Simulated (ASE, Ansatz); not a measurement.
# Localised basis functions on AlAs/InAs superlattice along [001] (512 atoms), part 2 of 2

Wanted: errors and times of a linear-scaling basis for AlAs/InAs superlattice along [001] (512 atoms). A setting counts as converged where the r.m.s. difference of forces stays under 1 % of the r.m.s. force.

Ansatz 0.2.0; Kohn-Sham DFT, PBE, PAW (set soft_2), plane waves.

The cell: 160 Al, 256 As and 96 In. The host structure and its lattice constant were typed by rule, without a check against the phase diagram. Only the Γ point is sampled, in a cell whose shortest periodic width is 17 Å.

So far. Step 9 (Support functions medium, spacing 0.263 Å (grid laid …): Forces differ from the reference by 0.67 meV/Å r.m.s., 0.21 % of their size, well within a tolerance of 1 %; the energy by -1.4 meV/atom.

## Step 11: The reference in detail (continued)

Planar average of the electrostatic potential energy along the normal, with the Fermi level as zero, after a running mean with a triangular window 4 Å wide at its base:

```
height (Å)  potential energy (eV)
       0.0                  -1.15
       1.3                  -1.42
       2.5                  -1.53
       3.8                  -1.51
       5.1                  -1.56
       6.5                  -1.53
       7.8                  -1.55
       9.0                  -1.53
      10.3                  -1.60
      11.6                  -1.61
      12.8                  -1.58
      14.1                  -1.56
      15.4                  -1.56
      16.7                  -1.57
      18.1                  -1.57
      19.3                  -1.57
      20.6                  -1.53
      21.9                  -1.54
      23.2                  -1.50
      24.4                  -1.61
      25.7                  -2.32
      27.0                  -2.99
      28.4                  -2.09
      29.6                  -2.49
      30.9                  -2.18
      32.2                  -2.20
      33.5                  -2.45
      34.7                  -1.96
      36.0                  -2.53
      37.3                  -2.05
      38.5                  -2.38
      40.0                  -2.21
      41.2                  -2.15
      42.5                  -2.42
      43.8                  -1.24
      45.0                  -1.10
```

Mean intrinsic-atomic-orbital charges: Al +0.36, As -0.33, In +0.27 e. Charges this small depend on the projection, at times even in sign. The charge on As changes by +0.021 e for each In neighbour that takes the place of another kind, on average. By these charges the region 'AlAs' has given 0.72 e to 'InAs'; where the regions aren't neutral units, this includes their ionic charge.

## Step 12: Local order

These statistics describe the geometry on which the runs were made.

Density 4.32 g/cm³, 25.91 Å³ an atom.

g(r), total and by pair (bins of 0.2 Å):

```
r (Å)  total  As-As  As-Al  As-In  Al-Al  Al-In  In-In
 2.40   0.54   0.00   1.67   0.07   0.00   0.00   0.00
 2.60   5.72   0.00  11.14  11.91   0.00   0.00   0.00
 2.80   0.01   0.00   0.00   0.06   0.00   0.00   0.00
 3.00   0.00   0.00   0.00   0.00   0.00   0.00   0.00
 3.20   0.00   0.00   0.00   0.00   0.00   0.00   0.00
 3.40   0.00   0.00   0.00   0.00   0.00   0.00   0.00
 3.60   0.00   0.00   0.00   0.00   0.00   0.00   0.00
 3.80   0.00   0.00   0.00   0.00   0.00   0.00   0.00
 4.00   2.78   5.28   0.00   0.00  13.39   1.30   0.00
 4.20   3.20   6.77   0.00   0.00   6.14   0.89  23.05
 4.40   1.08   2.07   0.00   0.00   2.12   0.35   8.95
 4.60   1.12   0.00   3.39   0.33   0.00   0.00   0.00
 4.80   0.21   0.00   0.34   0.54   0.00   0.00   0.00
 5.00   3.81   0.00   6.80   9.01   0.00   0.00   0.00
 5.20   0.01   0.00   0.00   0.04   0.00   0.00   0.00
 5.40   0.38   0.71   0.00   0.00   1.81   0.19   0.00
 5.60   0.04   0.16   0.00   0.00   0.00   0.03   0.00
 5.80   0.06   0.08   0.00   0.00   0.00   0.30   0.00
 6.00   1.21   2.43   0.00   0.00   3.35   0.14   7.23
 6.20   1.08   0.17   2.97   0.29   0.24   0.01   0.73
 6.40   0.42   0.00   1.01   0.54   0.00   0.00   0.00
 6.60   1.57   0.00   2.08   4.91   0.00   0.00   0.00
 6.80   0.55   1.02   0.00   0.00   2.60   0.28   0.00
 7.00   0.79   1.12   0.90   0.10   1.84   0.23   0.00
 7.20   1.48   2.49   0.49   0.04   5.60   1.35   0.00
 7.40   2.40   4.77   0.01   0.25   3.34   1.50  18.62
 7.60   0.49   0.00   1.45   0.20   0.00   0.00   0.02
 7.80   1.65   0.00   2.77   4.19   0.00   0.00   0.00
```

Bonds by pair of elements; cutoffs follow the first minimum of g(r), held within bounds set by covalent radii, and pairs that aren't listed don't count as bonded:

```
pair A-B  cutoff (Å)  bonds  mean length (Å)  spread (Å)  shortest (Å)  B about A  A about B
   As-Al        3.02    640             2.54       0.035          2.44        2.5          4
   As-In        3.08    384             2.62       0.039          2.48        1.5          4
```

How many atoms have how many bonded neighbours:

```
element  mean    4
     Al     4  160
     As     4  256
     In     4   96
```

Rings of the network by King's shortest-path rule, up to 12 atoms, one path for each pair of neighbours; H, halogens, alkali and alkaline-earth atoms are left out, and the last column divides by all other atoms, bonded or not:

```
ring size (atoms)  rings  per network atom
                6   1015              1.98
```

For some of the pairs, g(r) has its first main peak near 4.26 Å (As-As), 2.54 Å (As-Al), 2.61 Å (As-In), 4.07 Å (Al-Al), 4.08 Å (Al-In) and 4.28 Å (In-In). With the cutoffs above, all Al atoms have 4, all As atoms have 4 and all In atoms have 4 bonded neighbours. All rings counted have 6 atoms.

Local excerpt of 10 atoms (numbers count through the whole input) about As290, which bears the longest force; x, y, z are measured from there.

```
 atom      x      y      z  distance (Å)  bonds  intrinsic-atomic-orbital charge (e)     Fx     Fy  Fz (eV/Å)
As290   0.00   0.00   0.00          0.00      4                                -0.31  -0.09  -0.26      -1.76
In347  -0.04   2.09   1.36          2.50      4                                 0.28   0.40   0.42       0.87
In299  -0.04  -2.13   1.33          2.51      4                                 0.27   0.21  -0.33       0.83
Al291   2.15  -0.04  -1.37          2.54      4                                 0.36  -0.12   0.05      -0.01
Al289  -2.17  -0.07  -1.36          2.56      4                                 0.36   0.14   0.53       0.00
As284   2.12   2.11  -2.71          4.03      4                                -0.36  -0.06   0.11      -0.02
As236   2.09  -2.19  -2.70          4.05      4                                -0.36   0.35   0.22      -0.08
As234  -2.15  -2.14  -2.71          4.07      4                                -0.36  -0.21  -0.27      -0.14
As282  -2.16   2.12  -2.74          4.08      4                                -0.36  -0.16  -0.12       0.18
As346  -2.14   2.09   2.84          4.13      4                                -0.28  -0.29   0.40       0.23
```

The column of bonds counts only the pairs As-Al within 3.02 Å, As-In within 3.08 Å; other neighbours, such as metal atoms beside each other in a compound, aren't counted, and periodic images can show an atom twice.

## Step 13: Outcome

```
free energy per atom                             : -3645.9681 eV/atom
density                                          : 4.321 g/cm³
pressure                                         : -0.4372 GPa
r.m.s. force component                           : 0.3161 eV/Å
spacing of highest filled and lowest empty level : 0.3318 eV
wall time of the 8 DFT runs                      : 2.4 min
```

What this shows: Against plane waves at 420 eV, the forces differ by 0.21 meV/Å (0.067 %) with support functions medium, and by 0.088 meV/Å in the closest run (support functions high). Differences between support functions and plane waves include what basis error the plane-wave run still has. As the typed spacing goes from 0.263 to 0.411 Å, the force difference goes from 0.67 to 104 meV/Å, while the time lies between 13 s and 14 s.

The highest filled and lowest empty levels differ by 0.332 eV at Γ alone; the mesh holds the band edges only if they fold onto it, so the gap at this level can be narrower or closed, while semilocal functionals tend to narrow gaps against experiment. 3 levels are partly filled, by over 2 %, under the smearing. With the cutoffs above, all Al atoms have 4, all As atoms have 4 and all In atoms have 4 bonded neighbours.

What to keep in mind: The geometry was built by rule, was displaced at random and isn't relaxed at this level: its force components are 0.32 eV/Å r.m.s.

[Logs are printed without paths, hosts, clocks, repeated set-up lines and the standing remarks that a program may print on its own settings, such as how far it seeks lower states.]

[Hosts, paths, dates, database ids (printed as entryN), source tags and the programs' standing remarks are cut or masked in the printed files.]
